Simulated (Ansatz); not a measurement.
# A frame of liquid hydrogen fluoride from 293 K (112 atoms): geometry optimisation

How does a frame of liquid hydrogen fluoride from 293 K (112 atoms) relax, and what do bonds, charges and levels look like afterwards?

Method: Kohn-Sham DFT, PBE, PAW (set soft_2), plane waves, in Ansatz 0.2.0.

Report form: the programs' logs are mostly left out.

**1. The structure**

The cell holds 112 atoms: 56 F and 56 H. Its edges and angles: a = 12.256 Å, b = 12.256 Å, c = 12.256 Å, α = 90.0°, β = 90.0°, γ = 90.0°. 56 hydrogen fluoride placed at random, at 1.01 g/cm³; overlaps pushed apart, then 10 ps at 393 K with a harmonic two-site HF with charges of 0.5 e and a 12-6 site on F. Snapshot after 20 ps at 293 K and fixed volume. The density is a measured one.

What the set-up can't give: The starting topology of bonds comes from the classical model. Only the Γ point is sampled, in a cell whose shortest periodic width is 12 Å.

**2. Single point at the start**

The forces at the start show how far the geometry lies from a minimum of this functional.

Input file input.yaml:

```yaml
crystal:
  lattice:
    - [12.25582, 0.0, 0.0]
    - [0.0, 12.25582, 0.0]
    - [0.0, 0.0, 12.25582]
  atoms:
    - { symbol: F, position: [0.3437, 0.42574, 0.29858] }
    - { symbol: H, position: [0.3709, 0.48259, 0.25067] }
    - { symbol: F, position: [0.15411, 0.68442, 0.19298] }
    - { symbol: H, position: [0.11148, 0.62196, 0.21447] }
    - { symbol: F, position: [0.7497, 0.74594, 0.55967] }
    - { symbol: H, position: [0.71007, 0.81694, 0.55949] }
    - { symbol: F, position: [0.64711, 0.50375, 0.95775] }
    - { symbol: H, position: [0.6686, 0.57868, 0.94424] }
    - { symbol: F, position: [0.97173, 0.81388, 0.08885] }
    - { symbol: H, position: [0.96172, 0.74331, 0.05217] }
    - { symbol: F, position: [0.98272, 0.49137, 0.58036] }
    - { symbol: H, position: [0.91728, 0.52213, 0.60921] }
    - { symbol: F, position: [0.09864, 0.70857, 0.44759] }
    - { symbol: H, position: [0.02827, 0.69003, 0.42228] }
    - { symbol: F, position: [0.24221, 0.26573, 0.32092] }
    - { symbol: H, position: [0.2933, 0.32794, 0.31024] }
    - { symbol: F, position: [0.5953, 0.08305, 0.62204] }
    - { symbol: H, position: [0.56917, 0.14917, 0.66216] }
    - { symbol: F, position: [0.86033, 0.26264, 0.53048] }
    - { symbol: H, position: [0.86024, 0.20151, 0.58178] }
    - { symbol: F, position: [0.32039, 0.45026, 0.80241] }
    - { symbol: H, position: [0.28784, 0.39654, 0.84742] }
    - { symbol: F, position: [0.90344, 0.44913, 0.99771] }
    - { symbol: H, position: [0.86385, 0.39519, 0.95751] }
    - { symbol: F, position: [0.8068, 0.54723, 0.28133] }
    - { symbol: H, position: [0.80961, 0.4762, 0.3149] }
    - { symbol: F, position: [0.64669, 0.9083, 0.58632] }
    - { symbol: H, position: [0.63171, 0.98343, 0.58177] }
    - { symbol: F, position: [0.94154, 0.13684, 0.81931] }
    - { symbol: H, position: [0.00174, 0.12615, 0.86312] }
    - { symbol: F, position: [0.1439, 0.88959, 0.90964] }
    - { symbol: H, position: [0.17026, 0.84511, 0.97216] }
    - { symbol: F, position: [0.2044, 0.78462, 0.04865] }
    - { symbol: H, position: [0.19721, 0.73599, 0.11162] }
    - { symbol: F, position: [0.68858, 0.67149, 0.12454] }
    - { symbol: H, position: [0.65279, 0.62262, 0.17569] }
    - { symbol: F, position: [0.11291, 0.16844, 0.40581] }
    - { symbol: H, position: [0.16132, 0.21748, 0.37342] }
    - { symbol: F, position: [0.17314, 0.96119, 0.23214] }
    - { symbol: H, position: [0.16469, 0.91519, 0.2957] }
    - { symbol: F, position: [0.79463, 0.77949, 0.79022] }
    - { symbol: H, position: [0.86942, 0.79041, 0.81438] }
    - { symbol: F, position: [0.90088, 0.98739, 0.14137] }
    - { symbol: H, position: [0.93319, 0.9264, 0.10219] }
    - { symbol: F, position: [0.83197, 0.9303, 0.40429] }
    - { symbol: H, position: [0.87207, 0.99821, 0.41073] }
    - { symbol: F, position: [0.34383, 0.16055, 0.94852] }
    - { symbol: H, position: [0.36229, 0.08901, 0.92208] }
    - { symbol: F, position: [0.35997, 0.80435, 0.81324] }
    - { symbol: H, position: [0.35741, 0.72791, 0.8228] }
    - { symbol: F, position: [0.28018, 0.33486, 0.95706] }
    - { symbol: H, position: [0.30137, 0.25735, 0.96192] }
    - { symbol: F, position: [0.7975, 0.32172, 0.90089] }
    - { symbol: H, position: [0.7524, 0.25472, 0.9057] }
    - { symbol: F, position: [0.37959, 0.62725, 0.82002] }
    - { symbol: H, position: [0.36618, 0.55468, 0.79763] }
    - { symbol: F, position: [0.17827, 0.08224, 0.09774] }
    - { symbol: H, position: [0.17517, 0.02992, 0.15206] }
    - { symbol: F, position: [0.69721, 0.17309, 0.93532] }
    - { symbol: H, position: [0.67276, 0.11442, 0.98434] }
    - { symbol: F, position: [0.07803, 0.11224, 0.9325] }
    - { symbol: H, position: [0.12243, 0.10455, 0.99621] }
    - { symbol: F, position: [0.52093, 0.9084, 0.22562] }
    - { symbol: H, position: [0.59127, 0.89574, 0.25948] }
    - { symbol: F, position: [0.94655, 0.07661, 0.42462] }
    - { symbol: H, position: [0.01556, 0.118, 0.41679] }
    - { symbol: F, position: [0.67317, 0.02414, 0.03404] }
    - { symbol: H, position: [0.70081, 0.9509, 0.02815] }
    - { symbol: F, position: [0.72849, 0.84081, 0.0388] }
    - { symbol: H, position: [0.71365, 0.76696, 0.06173] }
    - { symbol: F, position: [0.68652, 0.87865, 0.31368] }
    - { symbol: H, position: [0.75551, 0.88191, 0.35455] }
    - { symbol: F, position: [0.34867, 0.48168, 0.51311] }
    - { symbol: H, position: [0.27358, 0.46913, 0.52228] }
    - { symbol: F, position: [0.67308, 0.66184, 0.85719] }
    - { symbol: H, position: [0.72293, 0.70618, 0.82119] }
    - { symbol: F, position: [0.95777, 0.62902, 0.02363] }
    - { symbol: H, position: [0.93993, 0.55033, 0.02421] }
    [... 28 atom lines left out ...]
    - { symbol: F, position: [0.83164, 0.59983, 0.63026] }
    - { symbol: H, position: [0.79683, 0.66606, 0.6003] }
    - { symbol: F, position: [0.37858, 0.58529, 0.19825] }
    - { symbol: H, position: [0.36859, 0.662, 0.21374] }
    - { symbol: F, position: [0.17267, 0.86606, 0.39063] }
    - { symbol: H, position: [0.15387, 0.79735, 0.4241] }
kpoints:
  mp_grid: { grid: [1, 1, 1] }
hamiltonian:
  xc: pbe
scf:
  occupations: { method: fermi_dirac, width: 0.025 }
output:
  forces: true
  stress: true
  populations: intrinsic
  dos:
    method: { smearing: { sigma: 0.08 } }
    de: 0.1
    projected: { site_lists: { F: [F], H: [H] } }
  eigenvalues: true
```

Started as:

```sh
ansatz run input.yaml --threads 4 --pin off --max-ram 8192MiB --backend cpu --events-out ev --progress --plain --runs-dir out
```

Elapsed: 13 s, on 4 threads of Intel Xeon Platinum 8488C (Sapphire Rapids), shared host; peak memory 2.2 GiB; 44 s of CPU time.

The run gave:

```yaml
free_energy: -46167.5310 eV
free_energy_per_atom: -412.2101 eV/atom
scf_cycles: 8
pressure: 3.571 GPa
r_m_s_force_component: 0.7956 eV/Å
longest_force: 3.761 eV/Å
fermi_energy: -2.401 eV
spacing_of_highest_filled_and_lowest_empty_level: 7.415 eV
```

The r.m.s. force component of 0.80 eV/Å and the pressure of 3.6 GPa set the starting point.

Length of the force by element:

```csv
element,coordination,atoms,mean length of the force (eV/Å),spread,least,most
F,all,56,1.40,0.811,0.250,3.76
H,all,56,0.925,0.576,0.198,3.25
```

**3. Relaxation**

The atoms are relaxed in the fixed cell, aiming at the force tolerance of the input.

input.yaml, the sections that differ from step 2:

```yaml
output:
  forces: true
relax:
  f_tol: 0.05
  max_steps: 200
# crystal, kpoints, hamiltonian, scf: as in step 2
```

It took 4.6 min on 4 threads; peak memory 2.1 GiB; 17 min of CPU time.

The steps of the relaxation (22 of 51):

```csv
step,energy less that of the first step (eV),largest force component (eV/Å)
1,0.0000,3.0421
3,-6.7986,1.5982
6,-9.1817,0.6226
8,-9.9793,0.4580
11,-10.4683,0.4116
13,-10.6447,0.3116
15,-10.7400,0.5092
18,-10.8311,0.1683
20,-10.8552,0.2361
22,-10.8947,0.0661
25,-10.9705,0.1157
27,-11.0073,0.1871
30,-11.0537,0.2385
32,-11.0746,0.1930
34,-11.1029,0.3915
37,-11.1354,0.0608
39,-11.1523,0.2639
41,-11.1708,0.0845
44,-11.1867,0.1630
46,-11.1945,0.0625
49,-11.1991,0.0417
51,-11.2010,0.0297
```

Relaxation step 19 was tried and not accepted.

The atoms that moved most (Å):

```csv
atom,dx,dy,dz,length
F103,-0.191,-1.787,-2.210,2.848
H4,-0.111,-2.046,-1.719,2.674
F73,-0.288,2.599,0.319,2.634
H74,-0.077,2.408,0.813,2.543
F101,0.342,1.958,1.480,2.478
H82,0.216,1.635,1.845,2.474
F81,0.254,1.579,1.769,2.385
H104,-0.156,-1.677,-1.643,2.353
```

The relaxation changed the energy by -100 meV/atom, and atoms moved by 1.6 Å r.m.s., 2.8 Å at most.

**4. Structure statistics after relaxation**

Density 1.01 g/cm³, 16.44 Å³ an atom.

g(r), total and by pair (bins of 0.1 Å):

```csv
r (Å),total,F-F,F-H,H-H
0.85,0.00,0.00,0.00,0.00
0.95,13.80,0.00,27.50,0.00
1.05,0.00,0.00,0.00,0.00
1.15,0.00,0.00,0.00,0.00
1.25,0.00,0.00,0.00,0.00
1.35,0.00,0.00,0.00,0.00
1.45,6.41,0.00,12.80,0.00
1.55,0.00,0.00,0.00,0.00
1.65,0.00,0.00,0.00,0.00
1.75,0.00,0.00,0.00,0.00
1.85,0.00,0.00,0.00,0.00
1.95,0.06,0.00,0.00,0.24
2.05,2.41,0.00,0.00,9.63
2.15,0.57,0.00,0.00,2.28
2.25,0.00,0.00,0.00,0.00
2.35,0.00,0.00,0.00,0.00
2.45,2.22,8.90,0.00,0.00
2.55,0.00,0.00,0.00,0.00
2.65,0.00,0.00,0.00,0.00
2.75,0.00,0.00,0.00,0.00
2.85,0.06,0.00,0.11,0.00
2.95,0.77,0.11,1.44,0.11
3.05,1.77,0.50,3.28,0.00
3.15,1.03,1.42,1.12,0.47
3.25,1.43,1.85,1.54,0.80
3.35,1.60,1.41,2.04,0.92
3.45,1.08,1.88,0.82,0.79
3.55,1.13,1.33,0.78,1.63
3.65,1.10,0.99,0.91,1.60
3.75,1.06,0.93,0.99,1.33
3.85,1.29,0.69,1.22,2.02
3.95,1.29,0.95,1.23,1.74
4.05,1.44,1.59,1.23,1.71
4.15,1.72,2.22,1.25,2.17
4.25,1.23,1.51,1.09,1.24
4.35,0.84,0.74,0.99,0.64
4.45,0.94,0.66,0.96,1.18
4.55,0.85,0.67,0.92,0.90
4.65,0.70,0.47,0.84,0.65
4.75,0.88,0.87,0.95,0.75
4.85,0.81,0.59,0.99,0.67
4.95,1.15,0.99,1.22,1.18
5.05,0.99,1.02,1.06,0.81
5.15,1.06,0.81,1.15,1.13
```

**5. Single point at the relaxed geometry**

The electronic structure is read at the final geometry, in a run of its own.

Input file input.yaml:

```yaml
crystal:
  lattice:
    - [12.25582, 0.0, 0.0]
    - [0.0, 12.25582, 0.0]
    - [0.0, 0.0, 12.25582]
  atoms:
    - { symbol: F, position: [0.21724, 0.49494, 0.39596] }
    - { symbol: H, position: [0.2715, 0.53659, 0.35257] }
    - { symbol: F, position: [0.1443, 0.51718, 0.10435] }
    - { symbol: H, position: [0.10243, 0.45504, 0.07421] }
    - { symbol: F, position: [0.82672, 0.85403, 0.53791] }
    - { symbol: H, position: [0.75494, 0.88526, 0.55976] }
    - { symbol: F, position: [0.70909, 0.52468, 0.79001] }
    - { symbol: H, position: [0.6903, 0.60297, 0.7984] }
    - { symbol: F, position: [0.93629, 0.71532, 0.04406] }
    - { symbol: H, position: [0.87231, 0.66583, 0.04074] }
    - { symbol: F, position: [0.01435, 0.57566, 0.5741] }
    - { symbol: H, position: [0.94809, 0.61839, 0.59271] }
    - { symbol: F, position: [0.07204, 0.77962, 0.41708] }
    - { symbol: H, position: [0.03539, 0.72535, 0.36952] }
    - { symbol: F, position: [0.11004, 0.35789, 0.30152] }
    - { symbol: H, position: [0.1549, 0.41415, 0.33858] }
    - { symbol: F, position: [0.64946, 0.07904, 0.71307] }
    - { symbol: H, position: [0.64729, 0.15111, 0.67596] }
    - { symbol: F, position: [0.91269, 0.31979, 0.61794] }
    - { symbol: H, position: [0.91305, 0.24025, 0.63226] }
    - { symbol: F, position: [0.34401, 0.43529, 0.89814] }
    - { symbol: H, position: [0.38189, 0.36562, 0.91348] }
    - { symbol: F, position: [0.77273, 0.41841, 0.10698] }
    - { symbol: H, position: [0.77051, 0.35498, 0.05682] }
    - { symbol: F, position: [0.8336, 0.54659, 0.37652] }
    - { symbol: H, position: [0.84578, 0.47005, 0.40031] }
    - { symbol: F, position: [0.65048, 0.92393, 0.59192] }
    - { symbol: H, position: [0.65125, 0.98861, 0.64115] }
    - { symbol: F, position: [0.04762, 0.03267, 0.75559] }
    - { symbol: H, position: [0.08658, 0.07613, 0.81173] }
    - { symbol: F, position: [0.13971, 0.80734, 0.91067] }
    - { symbol: H, position: [0.17523, 0.74172, 0.94176] }
    - { symbol: F, position: [0.2314, 0.64666, 0.98233] }
    - { symbol: H, position: [0.1933, 0.59336, 0.02967] }
    - { symbol: F, position: [0.63975, 0.6668, 0.23645] }
    - { symbol: H, position: [0.6359, 0.68356, 0.31528] }
    - { symbol: F, position: [0.05479, 0.19905, 0.40696] }
    - { symbol: H, position: [0.0777, 0.26391, 0.36447] }
    - { symbol: F, position: [0.16164, 0.92028, 0.13444] }
    - { symbol: H, position: [0.15367, 0.93147, 0.21442] }
    - { symbol: F, position: [0.82052, 0.84036, 0.82003] }
    - { symbol: H, position: [0.89378, 0.80915, 0.80532] }
    - { symbol: F, position: [0.91723, 0.87668, 0.15942] }
    - { symbol: H, position: [0.92384, 0.81115, 0.11295] }
    - { symbol: F, position: [0.73559, 0.08167, 0.41216] }
    - { symbol: H, position: [0.80888, 0.08661, 0.37786] }
    - { symbol: F, position: [0.4119, 0.10776, 0.82667] }
    - { symbol: H, position: [0.44301, 0.0372, 0.85041] }
    - { symbol: F, position: [0.39235, 0.76885, 0.8291] }
    - { symbol: H, position: [0.42199, 0.69687, 0.85042] }
    - { symbol: F, position: [0.43801, 0.26665, 0.94341] }
    - { symbol: H, position: [0.42849, 0.20106, 0.89738] }
    - { symbol: F, position: [0.77172, 0.26174, 0.98549] }
    - { symbol: H, position: [0.71775, 0.20289, 0.99934] }
    - { symbol: F, position: [0.46635, 0.5902, 0.87611] }
    - { symbol: H, position: [0.41505, 0.52835, 0.88518] }
    - { symbol: F, position: [0.25943, 0.04807, 0.02029] }
    - { symbol: H, position: [0.22105, 0.99658, 0.06957] }
    - { symbol: F, position: [0.63613, 0.12104, 0.0172] }
    - { symbol: H, position: [0.66016, 0.04466, 0.02889] }
    - { symbol: F, position: [0.14132, 0.14105, 0.89202] }
    - { symbol: H, position: [0.18933, 0.10124, 0.94387] }
    - { symbol: F, position: [0.44243, 0.90382, 0.39768] }
    - { symbol: H, position: [0.50895, 0.93485, 0.36387] }
    - { symbol: F, position: [0.91198, 0.09036, 0.3239] }
    - { symbol: H, position: [0.97043, 0.13566, 0.35729] }
    - { symbol: F, position: [0.69512, 0.93428, 0.0475] }
    - { symbol: H, position: [0.63943, 0.88244, 0.07468] }
    - { symbol: F, position: [0.5621, 0.80287, 0.11436] }
    - { symbol: H, position: [0.59398, 0.74775, 0.16398] }
    - { symbol: F, position: [0.60335, 0.97767, 0.30828] }
    - { symbol: H, position: [0.65736, 0.01986, 0.35156] }
    - { symbol: F, position: [0.32517, 0.69374, 0.53911] }
    - { symbol: H, position: [0.26729, 0.6656, 0.58863] }
    - { symbol: F, position: [0.66536, 0.7172, 0.8095] }
    - { symbol: H, position: [0.72985, 0.76568, 0.81373] }
    - { symbol: F, position: [0.77692, 0.59984, 0.0284] }
    - { symbol: H, position: [0.77599, 0.52494, 0.05942] }
    [... 28 atom lines left out ...]
    - { symbol: F, position: [0.8475, 0.67375, 0.61372] }
    - { symbol: H, position: [0.83946, 0.74766, 0.58049] }
    - { symbol: F, position: [0.35301, 0.59486, 0.29242] }
    - { symbol: H, position: [0.34368, 0.67522, 0.28914] }
    - { symbol: F, position: [0.1363, 0.94554, 0.32854] }
    - { symbol: H, position: [0.10928, 0.87809, 0.36384] }
kpoints:
  mp_grid: { grid: [1, 1, 1] }
hamiltonian:
  xc: pbe
scf:
  occupations: { method: fermi_dirac, width: 0.025 }
output:
  forces: true
  stress: true
  populations: true
  dos:
    method: { smearing: { sigma: 0.1 } }
    de: 0.1
    projected: { site_lists: { F: [F], H: [H] } }
  eigenvalues: true
  write_density: true
  write_potential: true
  volumetric_format: npy
```

Elapsed: 14 s, on 4 threads; peak memory 2.2 GiB; 51 s of CPU time.

The program notes that the exchange-correlation potential is rough where the density is thin.

Read from the output:

```yaml
free_energy: -46178.7320 eV
free_energy_per_atom: -412.3101 eV/atom
scf_cycles: 9
pressure: -0.02946 GPa
r_m_s_force_component: 0.00422 eV/Å
longest_force: 0.03586 eV/Å
fermi_energy: -2.67 eV
spacing_of_highest_filled_and_lowest_empty_level: 7.76 eV
spilling_of_the_projection: 0.00649
```

Löwdin charges by element (they lack the spilled electrons, 0.026 e an atom on average):

```csv
element,coordination,atoms,mean charge (e),spread,least,most
F,all,56,-0.425,0.0027,-0.430,-0.419
H,all,56,0.477,0.0021,0.470,0.481
```

[end of part 1 of 2]

[Logs are printed without paths, hosts, clocks, repeated set-up lines and the standing remarks that a program may print on its own settings, such as how far it seeks lower states.]

[Hosts, paths, dates, database ids (printed as entryN), source tags and the programs' standing remarks are cut or masked in the printed files.]
